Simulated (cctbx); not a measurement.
# Reading a Patterson map

Space group Fm-3m (no. 225), a = 9.3500 Å, b = 9.3500 Å, c = 9.3500 Å, α = 90.00°, β = 90.00°, γ = 90.00°, content Sn4 Cl24 Li8.

The data are simulated with cctbx, not measured: Ga Kα, λ = 1.3414 Å, to d = 0.83 Å, 50 % of the full sphere, strongest reflection 5000 counts, noise from counting, a 3 % proportional error and a noise floor of 4 counts (s.d.); no absorption, some extinction.

Patterson synthesis from sharpened amplitudes, origin scaled to 1000:

```text
Patterson group F m -3 m
      u       v       w   height  length (A)
  0.000   0.000   0.000   1000.0     0.00
  0.000   0.000   0.233    333.1     2.18
  0.000   0.000   0.500    184.0     4.67
  0.000   0.250   0.250    134.8     3.31
  0.038   0.038   0.116     52.3     1.20
  0.109   0.109   0.391     30.6     3.93
  0.000   0.116   0.188     28.6     2.07
  0.027   0.089   0.089     28.5     1.21
  0.000   0.098   0.402     27.7     3.87
  0.084   0.084   0.266     25.6     2.73
  0.098   0.212   0.212     13.2     2.94
  0.000   0.000   0.353      9.4     3.30
  0.146   0.146   0.354      8.9     3.83
  0.137   0.137   0.137      3.4     2.22
```

Q: Assign the vectors.

A peak at u stands for all pairs with xi − xj = u, with weight Σ ZiZj against Σ Z² = 17008 at the origin. Peak heights follow these weights only roughly, since form factors, motion and series ripples differ, all vectors within 0.55 Å of a peak are counted as merged into it though the farther ones add only part of their weight, and F(000) is left out, which lowers the whole map:

| u | v | w | shortest length (Å) | height | 1000 ΣZiZj/ΣZ² | pairs in the cell |
| --- | --- | --- | --- | --- | --- | --- |
| 0.000 | 0.000 | 0.233 | 2.18 | 333 | 400 | 8 × Sn–Cl |
| 0.000 | 0.000 | 0.500 | 4.67 | 184 | 412 | 24 × Cl–Cl, 8 × Li–Li |
| 0.000 | 0.250 | 0.250 | 3.31 | 135 | 320 | 16 × Cl–Cl, 16 × Cl–Li |
| 0.038 | 0.038 | 0.116 | 1.20 | 52 | 0 | none within 0.55 Å |

The table stops at ten peaks or at a height of 45, below which ripples compete. In the model behind the data Sn, the heaviest element, has 1 independent site: (0, 0, 0), up to an allowed shift of origin. No listed peak is a Sn–Sn vector, so the position follows from the cell content and the cross vectors. The whole model:

```csv
atom,mult.,x,y,z,Ueq (Å²)
Sn1,4,0,0,0,0.0093
Cl1,24,0,0,0.7599,0.0159
Li1,8,1/4,1/4,3/4,0.0309
```

The model was made for the exercise: a known structure type with other elements put in, its volume estimated, not relaxed; displacement parameters are assumed.

[Logs are printed without paths, hosts, clocks, repeated set-up lines and the standing remarks that a program may print on its own settings, such as how far it seeks lower states.]
